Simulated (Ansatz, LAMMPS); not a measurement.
**Elastic response of glassy 73SiO2-23BaO-4TiO2 (mol %) (72 atoms)**

Aim: relax glassy 73SiO2-23BaO-4TiO2 (mol %) (72 atoms), then change its volume and shape to read moduli from the stress.

Main program and level: Ansatz 0.2.0; Kohn-Sham DFT, PBE, PAW (set soft_2), plane waves.

**1. The starting structure**

The cell holds 72 atoms: 19 Si, 6 Ba, 1 Ti and 46 O. Its edges and angles: a = 10.195 Å, b = 10.195 Å, c = 10.195 Å, α = 90.0°, β = 90.0°, γ = 90.0°. 72 atoms (19 Si, 6 Ba, 1 Ti, 46 O) placed at random at 3.15 g/cm³, melted at 4000 K for 10 ps at fixed volume with the Morse and Coulomb pair potential with partial charges (Pedone, Malavasi, Menziani, Cormack and Segre, J. Phys. Chem. B 110, 11780 (2006)). Quenched from 4000 K to 300 K at 8 K/ps and fixed volume, held 10 ps at zero pressure.

What the set-up can't give: The quench rate of 8 K/ps far exceeds what a furnace or splat quench reaches, so expect more defects and frozen-in strain than in a real sample. The network of bonds at the start is that of the classical potential that made the cell, and needn't be the one that DFT or experiment would give. The Brillouin zone is sampled at Γ only. Spin–orbit coupling is left out, which matters for the levels of the heavy elements.

**2. Single point at the start**

The forces at the start show how far the geometry lies from a minimum of this functional.

Input file input.yaml:

```yaml
crystal:
  lattice:
    - [10.19545, 0.0, 0.0]
    - [0.0, 10.19545, 0.0]
    - [0.0, 0.0, 10.19545]
  atoms:
    - { symbol: Si, position: [0.43851, 0.42906, 0.99125] }
    - { symbol: Si, position: [0.99815, 0.72121, 0.46472] }
    - { symbol: Si, position: [0.07016, 0.24369, 0.15557] }
    - { symbol: Si, position: [0.07931, 0.78138, 0.95596] }
    - { symbol: Si, position: [0.25374, 0.98865, 0.08087] }
    - { symbol: Si, position: [0.51261, 0.40362, 0.53105] }
    - { symbol: Si, position: [0.04975, 0.25431, 0.44189] }
    - { symbol: Si, position: [0.60048, 0.44349, 0.26081] }
    - { symbol: Si, position: [0.1948, 0.96196, 0.42132] }
    - { symbol: Si, position: [0.76666, 0.22812, 0.1546] }
    - { symbol: Si, position: [0.81682, 0.92066, 0.92026] }
    - { symbol: Si, position: [0.60203, 0.13581, 0.67469] }
    - { symbol: Si, position: [0.55432, 0.86272, 0.06724] }
    - { symbol: Si, position: [0.36546, 0.16252, 0.86123] }
    - { symbol: Si, position: [0.23294, 0.37362, 0.67206] }
    - { symbol: Si, position: [0.58768, 0.71551, 0.34763] }
    - { symbol: Si, position: [0.14402, 0.48338, 0.95546] }
    - { symbol: Si, position: [0.59122, 0.64185, 0.84564] }
    - { symbol: Si, position: [0.82976, 0.21945, 0.86556] }
    - { symbol: Ba, position: [0.22574, 0.56728, 0.28131] }
    - { symbol: Ba, position: [0.32312, 0.72478, 0.64001] }
    - { symbol: Ba, position: [0.49841, 0.05159, 0.36706] }
    - { symbol: Ba, position: [0.08336, 0.03269, 0.70115] }
    - { symbol: Ba, position: [0.83774, 0.5974, 0.10834] }
    - { symbol: Ba, position: [0.88692, 0.47913, 0.64547] }
    - { symbol: Ti, position: [0.71473, 0.82566, 0.61654] }
    - { symbol: O, position: [0.13123, 0.31858, 0.56448] }
    - { symbol: O, position: [0.08441, 0.6211, 0.98552] }
    - { symbol: O, position: [0.07989, 0.36717, 0.0468] }
    - { symbol: O, position: [0.36453, 0.44441, 0.59936] }
    - { symbol: O, position: [0.10392, 0.10202, 0.43617] }
    - { symbol: O, position: [0.26341, 0.9509, 0.28103] }
    - { symbol: O, position: [0.10325, 0.6176, 0.5151] }
    - { symbol: O, position: [0.09791, 0.31167, 0.30098] }
    - { symbol: O, position: [0.30034, 0.9794, 0.52899] }
    - { symbol: O, position: [0.93122, 0.83756, 0.99178] }
    - { symbol: O, position: [0.52715, 0.45177, 0.12094] }
    - { symbol: O, position: [0.17438, 0.85729, 0.05251] }
    - { symbol: O, position: [0.50304, 0.38491, 0.36615] }
    - { symbol: O, position: [0.96989, 0.68013, 0.3149] }
    - { symbol: O, position: [0.2922, 0.47994, 0.01693] }
    - { symbol: O, position: [0.79804, 0.87703, 0.77046] }
    - { symbol: O, position: [0.5398, 0.24918, 0.57946] }
    - { symbol: O, position: [0.26541, 0.05444, 0.91159] }
    - { symbol: O, position: [0.10577, 0.80115, 0.80066] }
    - { symbol: O, position: [0.64529, 0.79829, 0.45904] }
    - { symbol: O, position: [0.58348, 0.81037, 0.21304] }
    - { symbol: O, position: [0.17866, 0.4654, 0.79364] }
    - { symbol: O, position: [0.87535, 0.07582, 0.91043] }
    - { symbol: O, position: [0.92277, 0.19679, 0.17189] }
    - { symbol: O, position: [0.74009, 0.60091, 0.86602] }
    - { symbol: O, position: [0.72669, 0.36349, 0.2306] }
    - { symbol: O, position: [0.65345, 0.59141, 0.29237] }
    - { symbol: O, position: [0.64908, 0.00923, 0.60744] }
    - { symbol: O, position: [0.17012, 0.12639, 0.12372] }
    - { symbol: O, position: [0.28952, 0.25275, 0.75603] }
    - { symbol: O, position: [0.49066, 0.09766, 0.7927] }
    - { symbol: O, position: [0.90359, 0.2818, 0.46436] }
    - { symbol: O, position: [0.41699, 0.27329, 0.96929] }
    - { symbol: O, position: [0.87278, 0.73871, 0.55333] }
    - { symbol: O, position: [0.76429, 0.28161, 0.99699] }
    - { symbol: O, position: [0.08674, 0.85737, 0.46058] }
    - { symbol: O, position: [0.53206, 0.7314, 0.97163] }
    - { symbol: O, position: [0.50155, 0.51156, 0.87248] }
    - { symbol: O, position: [0.44007, 0.66981, 0.37964] }
    - { symbol: O, position: [0.62237, 0.49563, 0.56743] }
    - { symbol: O, position: [0.4203, 0.95089, 0.07276] }
    - { symbol: O, position: [0.66475, 0.12508, 0.18297] }
    - { symbol: O, position: [0.58278, 0.73338, 0.71436] }
    - { symbol: O, position: [0.95291, 0.29274, 0.81398] }
    - { symbol: O, position: [0.71732, 0.20658, 0.74946] }
    - { symbol: O, position: [0.68116, 0.91853, 0.99614] }
kpoints:
  mp_grid: { grid: [1, 1, 1] }
hamiltonian:
  xc: pbe
scf:
  occupations: { method: fixed }
output:
  forces: true
```

Run with:

```
ansatz run input.yaml --threads 4 --pin off --max-ram 8192MiB --backend cpu --events-out ev --progress --plain --runs-dir out
```

Numbers of over 12 decimals in the logs are rounded to 6 here.

Output:

```text
Engine: ansatz 0.2.0, x86_64-unknown-linux-gnu
Pseudopotentials: kind: paw
Pseudopotential: Si, paw, valence charge 4, recommended cutoff 420 eV (normal), Si.paw.azcp
Pseudopotential: Ba, paw, valence charge 10, recommended cutoff 420 eV (normal), Ba.paw.azcp
Pseudopotential: Ti, paw, valence charge 12, recommended cutoff 420 eV (normal), Ti.paw.azcp
Pseudopotential: O, paw, valence charge 6, recommended cutoff 420 eV (normal), O.paw.azcp
[... 5 lines on functional and potentials left out ...]
Crystal: 72 atoms, lattice volume = 1059.788 Å³
Basis set: ecut = 420 eV, 20719 PW (Γ), exchange–correlation on 144×144×144 points (8 copies of the dense FFT grid, shifted against one another)
Bands: 284, of which v1, the nominal top of the filled ones, is band 212 counted from 1 (211 counted from 0)
Symmetry: 1 space group operations
Space group: P1 (ITA 1), of the structure as read, at distance tolerance 1.0e-4 Å
k-points: 1
[... 9 lines on functional and potentials left out ...]
Initial density: superposition of atomic densities (neutral atoms: chi_scale 0, normalization atom), corrected by the library's trained network
Initial wavefunctions: pseudopotential atomic-orbital guess
Functional: x = pbe(κ = 0.804, μ = 0.219515), c = pbe(β = 0.066725)
SCF iter   1: F=—  HF=-76460.469399 eV  |F-HF|=—  |Δ(HF+E_count)|=         —  Δρ=2.30e-3  dr2=6.70e-2  ethr=1.77e-3  ⟨swp⟩=4.0  Hψ=1009  notcnv=0  defer=69
preconditioner: auto → Resta (q_TF=auto, 2.342 Å⁻¹)  ε∞=3.3  [insulator: Δε(μ)=2.845 eV  Ē_g=14.974 eV  n_scr=250 (ndim 8)  ℏωp=22.9 eV  f_vac=0.122  ε∞_Penn≈3.3]
SCF iter   2: F=—  HF=-76460.468807 eV  |F-HF|=—  |Δ(HF+E_count)|=   5.93e-4  Δρ=1.23e-3  dr2=1.45e-2  ethr=1.58e-5  ⟨swp⟩=3.0  Hψ=457  notcnv=0  defer=70
SCF iter   3: F=—  HF=-76460.471112 eV  |F-HF|=—  |Δ(HF+E_count)|=   2.30e-3  Δρ=5.37e-4  dr2=4.59e-3  ethr=3.42e-6  ⟨swp⟩=2.0  Hψ=430  notcnv=0  defer=61
automatic band count: iteration 3 solves 275 bands in place of 284: the levels show a gap, and the empty bands left out lie too high to hold charge; the band table lists the bands solved (type scf.n_extra_bands for more)
SCF iter   4: F=—  HF=-76460.471230 eV  |F-HF|=—  |Δ(HF+E_count)|=   1.19e-4  Δρ=2.28e-4  dr2=7.36e-4  ethr=1.08e-6  ⟨swp⟩=2.0  Hψ=380  notcnv=0  defer=61
SCF iter   5: F=—  HF=-76460.471224 eV  |F-HF|=—  |Δ(HF+E_count)|=   6.52e-6  Δρ=1.52e-4  dr2=2.85e-4  ethr=1.74e-7  ⟨swp⟩=2.0  Hψ=431  notcnv=0  defer=60
SCF iter   6: F=—  HF=-76460.471229 eV  |F-HF|=—  |Δ(HF+E_count)|=   5.46e-6  Δρ=5.22e-5  dr2=3.33e-5  ethr=6.72e-8  ⟨swp⟩=2.0  Hψ=431  notcnv=0  defer=60
SCF iter   7: F=—  HF=-76460.472625 eV  |F-HF|=—  |Δ(HF+E_count)|=   1.40e-3  Δρ=1.96e-5  dr2=4.65e-6  ethr=7.84e-9  ⟨swp⟩=2.0  Hψ=428  notcnv=0  defer=58
SCF iter   8: F=—  HF=-76460.472628 eV  |F-HF|=—  |Δ(HF+E_count)|=   2.73e-6  Δρ=8.17e-6  dr2=7.39e-7  ethr=1.10e-9  ⟨swp⟩=2.0  Hψ=387  notcnv=0  defer=58
SCF iter   9: F=—  HF=-76460.472629 eV  |F-HF|=—  |Δ(HF+E_count)|=   6.15e-7  Δρ=3.69e-6  dr2=1.43e-7  ethr=1.74e-10  ⟨swp⟩=2.0  Hψ=390  notcnv=0  defer=58
SCF iter  10: F=-76460.472629 eV  HF=-76460.472629 eV  |F-HF|=5.37e-9  |Δ(HF+E_count)|=   5.25e-8  Δρ=1.41e-6  dr2=2.10e-8  ethr=2.36e-11  ⟨swp⟩=4.0  Hψ=915  notcnv=0
SCF 1 converged in 10 iterations: F = -76460.472629 eV  dr2 = 2.10e-8
  greatest PAW one-centre occupation: 0.999 electrons in one spin orbital (limit 2), on the Ti atom at site 25 (counted from 0), in its partial waves of l = 0
SCF converged after 10 iterations
Free energy (F): -76460.472629 eV
Harris-Foulkes:  -76460.472629 eV  (|F-HF|=5.37e-9)
Internal energy: -76460.472629 eV  (E = F + TS)
E sigma→0 (E₀):  -76460.472629 eV
Fermi energy:    4.777431 eV
--- Per-component energies (eV) ---
  E_band       = -1778.040403
  E_kinetic    = 10349.177994
  E_local      = -27041.686280  (includes V_loc(G=0)·N_el)
  E_nonlocal   = 3015.501774
  E_hartree    = 10116.952049
  E_xc         = -5595.011088
  E_vxc        = -6216.286910  (∫ρ·V_xc dr)
  E_paw        = -49455.213225  (= ΣΔE_a)
  E_vpaw       = -2118.766112  (= ΣTr[D̂ρ^β])
  E_aug_tail   = 0.117352  (compensation charges beyond the density's cutoff)
  E_ewald      = -17850.311203
  E_smearing   = -0.000000  (= −TS)
  E_closure    = -0.000000  (closes the sum)
  Σ components = -76460.472629   (vs F -76460.472629, Δ=0.00e0)
--- Forces (eV/Å), atoms counted from 1 ---
  atom   1  Si     1.20856608    -0.83693258    -0.20368344
  atom   2  Si     1.43378345     0.03234074    -2.78294849
  atom   3  Si     0.06011907     0.48769371     0.17500885
  atom   4  Si    -0.73539053     0.99655558    -3.49637090
  atom   5  Si     2.07550798     1.66511658     0.70819858
  atom   6  Si    -1.28562019    -1.90369917     0.43765403
  atom   7  Si    -0.17609111    -1.68957909    -0.32716023
  atom   8  Si    -0.80860361     0.91468182    -0.51951081
  atom   9  Si    -1.81653555     2.41500121    -2.21344096
  atom  10  Si     1.21473735     1.34358007    -2.58312617
  atom  11  Si     0.39272619     2.39282017    -1.16241942
  atom  12  Si    -1.92525845     2.19464857     2.80389979
  atom  13  Si    -1.65232277    -1.54440413    -1.08414720
  atom  14  Si     1.59315402     1.55459614     0.40955087
[...]
atom  71  O      1.54320278     0.96894954     0.98249051
  atom  72  O      0.68048430     0.93931618     0.47162464
  max |Σ_I F_I| component: 6.23e-5 eV/Å
```

It took 6.4 s on 4 threads of Intel Xeon Platinum 8175M at 2.50GHz (Skylake/Cascade Lake), shared host; peak memory 1.3 GiB; 23 s of CPU time.

The r.m.s. force at the start is 1.3 eV/Å.

**3. Cell and atoms relaxed**

The cell is relaxed with the atoms, since the starting lattice needn't suit this functional.

Input file input.yaml:

```yaml
crystal:
  lattice:
    - [10.19545, 0.0, 0.0]
    - [0.0, 10.19545, 0.0]
    - [0.0, 0.0, 10.19545]
  atoms:
    [... the 72 atom lines of step 2 ...]
kpoints:
  mp_grid: { grid: [1, 1, 1] }
hamiltonian:
  xc: pbe
scf:
  occupations: { method: fixed }
output:
  forces: true
relax:
  f_tol: 0.05
  max_steps: 150
  cell: {}
```

Output:

```text
[...]
Crystal: 72 atoms, lattice volume = 1059.788 Å³
Basis set: ecut = 420 eV, 20719 PW (Γ), exchange–correlation on 144×144×144 points (8 copies of the dense FFT grid, shifted against one another)
Bands: 284, of which v1, the nominal top of the filled ones, is band 212 counted from 1 (211 counted from 0)
Symmetry: 1 space group operations
[...]
k-points: 1
[...]
SCF iter   1: F=—  HF=-76460.469399 eV  |F-HF|=—  |Δ(HF+E_count)|=         —  Δρ=2.30e-3  dr2=6.70e-2  ethr=1.77e-3  ⟨swp⟩=4.0  Hψ=1009  notcnv=0  defer=69
[...]
SCF iter   5: F=—  HF=-76460.471233 eV  |F-HF|=—  |Δ(HF+E_count)|=   6.80e-6  Δρ=1.52e-4  dr2=2.85e-4  ethr=1.74e-7  ⟨swp⟩=2.0  Hψ=431  notcnv=0  defer=60
[...]
SCF iter   9: F=—  HF=-76460.472629 eV  |F-HF|=—  |Δ(HF+E_count)|=   6.15e-7  Δρ=3.69e-6  dr2=1.43e-7  ethr=1.74e-10  ⟨swp⟩=2.0  Hψ=390  notcnv=0  defer=58
SCF iter  10: F=-76460.472629 eV  HF=-76460.472629 eV  |F-HF|=5.36e-9  |Δ(HF+E_count)|=   5.24e-8  Δρ=1.41e-6  dr2=2.10e-8  ethr=2.36e-11  ⟨swp⟩=4.0  Hψ=915  notcnv=0
SCF 1 converged in 10 iterations: F = -76460.472629 eV  dr2 = 2.10e-8
[...]
relax step   1: F+E_penalty+E_count = -76460.47262885 eV  Δ(F+E_penalty+E_count) = +0.000e0 eV  max|allowed force component| = 5.188e0 eV/Å  Δτ_max = 0.0000 Å  P = +4.000 GPa  Ω = 1059.788 Å³  (10 SCF iters, dr2 threshold 1.00e-7 eV, accepted)
[... from here on, the SCF cycles and remarks between the steps are left out ...]
relax step   2: F+E_penalty+E_count = -76463.88446302 eV  Δ(F+E_penalty+E_count) = -3.412e0 eV  max|allowed force component| = 3.537e0 eV/Å  Δτ_max = 0.1950 Å  P = +2.464 GPa  Ω = 1059.344 Å³  energy of the carried Pulay correction = +1.388e-3 eV  (8 SCF iters, dr2 threshold 7.20e-6 eV, accepted)
relax step   3: F+E_penalty+E_count = -76466.02590873 eV  Δ(F+E_penalty+E_count) = -2.141e0 eV  max|allowed force component| = 1.372e0 eV/Å  Δτ_max = 0.1949 Å  P = +0.393 GPa  Ω = 1064.139 Å³  energy of the carried Pulay correction = -1.354e-2 eV  (8 SCF iters, dr2 threshold 7.20e-6 eV, accepted)
relax step   4: F+E_penalty+E_count = -76466.51854831 eV  Δ(F+E_penalty+E_count) = -4.926e-1 eV  max|allowed force component| = 6.296e-1 eV/Å  Δτ_max = 0.2000 Å  P = -0.004 GPa  Ω = 1071.563 Å³  energy of the carried Pulay correction = -3.652e-2 eV  (8 SCF iters, dr2 threshold 7.20e-6 eV, accepted)
relax step   5: F+E_penalty+E_count = -76466.79393794 eV  Δ(F+E_penalty+E_count) = -2.754e-1 eV  max|allowed force component| = 6.465e-1 eV/Å  Δτ_max = 0.1593 Å  P = -0.255 GPa  Ω = 1077.006 Å³  energy of the carried Pulay correction = -5.327e-2 eV  (8 SCF iters, dr2 threshold 7.20e-6 eV, accepted)
relax step   6: F+E_penalty+E_count = -76467.02188819 eV  Δ(F+E_penalty+E_count) = -2.280e-1 eV  max|allowed force component| = 2.965e-1 eV/Å  Δτ_max = 0.2000 Å  P = +0.078 GPa  Ω = 1076.022 Å³  energy of the carried Pulay correction = -5.025e-2 eV  (8 SCF iters, dr2 threshold 7.20e-6 eV, accepted)
relax step   7: F+E_penalty+E_count = -76467.12130352 eV  Δ(F+E_penalty+E_count) = -9.942e-2 eV  max|allowed force component| = 3.222e-1 eV/Å  Δτ_max = 0.2000 Å  P = +0.043 GPa  Ω = 1075.798 Å³  energy of the carried Pulay correction = -4.956e-2 eV  (8 SCF iters, dr2 threshold 5.49e-6 eV, accepted)
relax step   8: F+E_penalty+E_count = -76467.13675548 eV  Δ(F+E_penalty+E_count) = -1.545e-2 eV  max|allowed force component| = 1.304e-1 eV/Å  Δτ_max = 0.0322 Å  P = -0.027 GPa  Ω = 1077.571 Å³  energy of the carried Pulay correction = -5.500e-2 eV  (6 SCF iters, dr2 threshold 6.49e-6 eV, accepted)
relax step   9: F+E_penalty+E_count = -76467.13902431 eV  Δ(F+E_penalty+E_count) = -2.269e-3 eV  max|allowed force component| = 3.374e-1 eV/Å  Δτ_max = 0.2000 Å  P = -0.035 GPa  Ω = 1077.366 Å³  energy of the carried Pulay correction = -5.437e-2 eV  (9 SCF iters, dr2 threshold 1.06e-6 eV, accepted)
relax step  10: F+E_penalty+E_count = -76467.17052256 eV  Δ(F+E_penalty+E_count) = -3.150e-2 eV  max|allowed force component| = 8.605e-2 eV/Å  Δτ_max = 0.0928 Å  P = +0.090 GPa  Ω = 1077.821 Å³  energy of the carried Pulay correction = -5.577e-2 eV  (7 SCF iters, dr2 threshold 7.11e-6 eV, accepted)
relax step  11: F+E_penalty+E_count = -76467.16118739 eV  Δ(F+E_penalty+E_count) = +9.335e-3 eV  max|allowed force component| = 2.937e-1 eV/Å  Δτ_max = 0.1328 Å  P = -0.121 GPa  Ω = 1079.110 Å³  energy of the carried Pulay correction = -5.972e-2 eV  (9 SCF iters, dr2 threshold 4.63e-7 eV, rejected (line search))
relax step  12: F+E_penalty+E_count = -76467.18170152 eV  Δ(F+E_penalty+E_count) = -1.118e-2 eV  max|allowed force component| = 8.547e-2 eV/Å  Δτ_max = 0.0654 Å  P = -0.021 GPa  Ω = 1077.536 Å³  energy of the carried Pulay correction = -5.490e-2 eV  (12 SCF iters, accepted)
relax step  13: F+E_penalty+E_count = -76467.18579983 eV  Δ(F+E_penalty+E_count) = -4.098e-3 eV  max|allowed force component| = 1.733e-1 eV/Å  Δτ_max = 0.0713 Å  P = +0.087 GPa  Ω = 1076.386 Å³  energy of the carried Pulay correction = -5.137e-2 eV  (8 SCF iters, dr2 threshold 4.57e-7 eV, accepted)
relax step  14: F+E_penalty+E_count = -76467.18664915 eV  Δ(F+E_penalty+E_count) = -8.493e-4 eV  max|allowed force component| = 8.171e-2 eV/Å  Δτ_max = 0.0364 Å  P = -0.067 GPa  Ω = 1077.171 Å³  energy of the carried Pulay correction = -5.377e-2 eV  (7 SCF iters, dr2 threshold 1.88e-6 eV, accepted)
relax step  15: F+E_penalty+E_count = -76467.18875978 eV  Δ(F+E_penalty+E_count) = -2.111e-3 eV  max|allowed force component| = 4.630e-2 eV/Å  Δτ_max = 0.0207 Å  P = +0.002 GPa  Ω = 1076.992 Å³  energy of the carried Pulay correction = -5.323e-2 eV  (7 SCF iters, dr2 threshold 4.17e-7 eV, accepted)
relax step  16: F+E_penalty+E_count = -76467.31508162 eV  Δ(F+E_penalty+E_count) = -1.263e-1 eV  max|allowed force component| = 4.638e-2 eV/Å  Δτ_max = 0.0000 Å  P = +0.194 GPa  Ω = 1076.992 Å³  stress off target by 5.05e-1 GPa  SCF on the basis re-selected at this cell (its energy is not comparable with the rows above)  (8 SCF iters)
relax step  17: F+E_penalty+E_count = -76467.29042278 eV  Δ(F+E_penalty+E_count) = +2.466e-2 eV  max|allowed force component| = 2.123e-1 eV/Å  Δτ_max = 0.0863 Å  P = +0.072 GPa  Ω = 1082.854 Å³  energy of the carried Pulay correction = -1.872e-2 eV  (8 SCF iters, dr2 threshold 6.38e-7 eV, rejected (line search))
relax step  18: F+E_penalty+E_count = -76467.31117043 eV  Δ(F+E_penalty+E_count) = +3.911e-3 eV  max|allowed force component| = 5.506e-2 eV/Å  Δτ_max = 0.0311 Å  P = +0.021 GPa  Ω = 1081.426 Å³  energy of the carried Pulay correction = -1.412e-2 eV  (12 SCF iters, accepted)
relax step  19: F+E_penalty+E_count = -76467.31104153 eV  Δ(F+E_penalty+E_count) = +1.289e-4 eV  max|allowed force component| = 3.184e-2 eV/Å  Δτ_max = 0.0147 Å  P = -0.016 GPa  Ω = 1081.911 Å³  energy of the carried Pulay correction = -1.572e-2 eV  (7 SCF iters, dr2 threshold 1.89e-7 eV, accepted)
relax step  20: F+E_penalty+E_count = -76467.32515245 eV  Δ(F+E_penalty+E_count) = -1.411e-2 eV  max|allowed force component| = 3.187e-2 eV/Å  Δτ_max = 0.0000 Å  P = -0.010 GPa  Ω = 1081.911 Å³  stress off target by 3.89e-2 GPa  SCF on the basis re-selected at this cell (its energy is not comparable with the rows above)  (6 SCF iters)
[...]
SCF converged after 6 iterations
Free energy (F): -76467.325152 eV
[...]
Internal energy: -76467.325152 eV  (E = F + TS)
E sigma→0 (E₀):  -76467.325152 eV
Fermi energy:    4.290941 eV
[...]
Σ components = -76467.325152   (vs F -76467.325152, Δ=0.00e0)
--- Forces (eV/Å), atoms counted from 1 ---
  atom   1  Si     0.00822589    -0.00121750    -0.00047293
  atom   2  Si    -0.00205163     0.00855683     0.00661514
  atom   3  Si    -0.00588285    -0.00250752     0.01522773
  atom   4  Si    -0.00436910    -0.00242882     0.01953838
[...]
atom  72  O     -0.00766976    -0.00289042     0.00267985
  max |Σ_I F_I| component: 1.83e-5 eV/Å
--- Stress (GPa, compression-positive) ---
        0.010135       0.007803       0.013062
        0.007803      -0.005783       0.006906
        0.013063       0.006906      -0.034693
  P = ⅓ Tr σ = -0.0101 GPa (-0.101 kbar)
--- Relaxed structure (18 steps of the walk, 16 accepted, 2 SCFs on fresh bases) ---
  F+E_penalty+E_count = -76467.32515245 eV   max|allowed force component| = 3.187e-2 eV/Å   (the final SCF, on the basis selected at the relaxed cell)
  cell:  # Å, volume = 1081.9115 Å³
    - [10.341808, 0.139133, 0.372733]
    - [0.139133, 10.300199, 0.030014]
    - [0.372733, 0.030014, 10.171971]
  atoms:
    - { symbol: Si, position: [0.445058, 0.418313, 0.990686] }
    - { symbol: Si, position: [0.990755, 0.748485, 0.445420] }
    - { symbol: Si, position: [0.083936, 0.262727, 0.153101] }
    - { symbol: Si, position: [0.084610, 0.790211, 0.945812] }
[...]
- { symbol: O, position: [0.677503, 0.911591, 1.007527] }
```

Wall time 2.1 min (4 threads); peak memory 1.3 GiB.

The relaxation converged after 18 steps, with a largest force component of 0.032 eV/Å.

(Part 1 of 4 ends here.)

[Logs are printed without paths, hosts, clocks, repeated set-up lines and the standing remarks that a program may print on its own settings, such as how far it seeks lower states.]

[Hosts, paths, dates, database ids (printed as entryN), source tags and the programs' standing remarks are cut or masked in the printed files.]
